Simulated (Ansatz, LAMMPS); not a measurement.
# Force difference against the radius of support functions in amorphous Hg33S25Se8 (66 atoms)

Density of this cell: 7.67 g/cm³. The cell holds 66 atoms: 33 Hg, 25 S and 8 Se. Its edges and angles: a = 12.034 Å, b = 12.034 Å, c = 12.034 Å, α = 90.0°, β = 90.0°, γ = 90.0°. 66 atoms (33 Hg, 25 S, 8 Se) placed at random at 7.67 g/cm³, melted at 2500 K for 10 ps at fixed volume with the Stillinger-Weber II-VI potential (Zhou et al., Phys. Rev. B 88, 085309 (2013)). Quenched from 2500 K to 500 K at 300 K/ps and fixed volume, held 5 ps, then minimised at fixed cell.

Calculated with Ansatz 0.2.0: Kohn-Sham DFT, PBE, PAW (set soft_2, large core), localised support functions (medium), with the radius typed; the reference is Kohn-Sham DFT, PBE, PAW (set soft_2, large core), plane waves, cutoff 750 eV, Γ point, fermi-dirac smearing of 0.025 eV, with an r.m.s. force component of 0.385 eV/Å.

| radius (Å) | r.m.s. force difference (meV/Å) | time |
| --- | --- | --- |
| 4.28 | 0.781 | 1.8 min |
| 4.63 | 0.454 | 2 min |
| 4.94 | ? | ? |
| 5.29 | 0.113 | 3.4 min |
| 5.96 | 0.079 | 5.4 min |

**Question.** Fit a power law of the radius to the rows given and interpolate to the withheld row.

**Working.**

A power law y = A x^b is a line in u = ln x and v = ln y.

```
u = ln x   v = ln y
 1.45395  -0.247180
 1.53256  -0.789658
 1.66582   -2.18037
 1.78507   -2.53831
```

With n = 4: mean u = 1.60935, mean v = -1.43888, Σ(u − ū)² = 0.064112, Σ(u − ū)(v − v̄) = -0.47010. Slope b = -0.47010 / 0.064112 = -7.3326; intercept a = v̄ − b ū = 10.362.

At the withheld row u = 1.597, v = a + b u = -1.351, and y = exp(v).

Prediction at 4.94: 0.2590 meV/Å. The run gave 0.235 meV/Å, so the fit is high by 0.024 meV/Å (10 % of the value).

The fitted exponent is -7.3. Between neighbouring rows, the withheld one included, the exponents are -6.9, -10, -11 and -3.0, so one power law doesn't hold over the range. Among the rows given, the largest relative miss of the fit is at 5.29, by 0.044 meV/Å (39 %).

Limits: The difference holds the reference's own basis error, which sets a floor under it.

[Logs are printed without paths, hosts, clocks, repeated set-up lines and the standing remarks that a program may print on its own settings, such as how far it seeks lower states.]

[Hosts, paths, dates, database ids (printed as entryN), source tags and the programs' standing remarks are cut or masked in the printed files.]
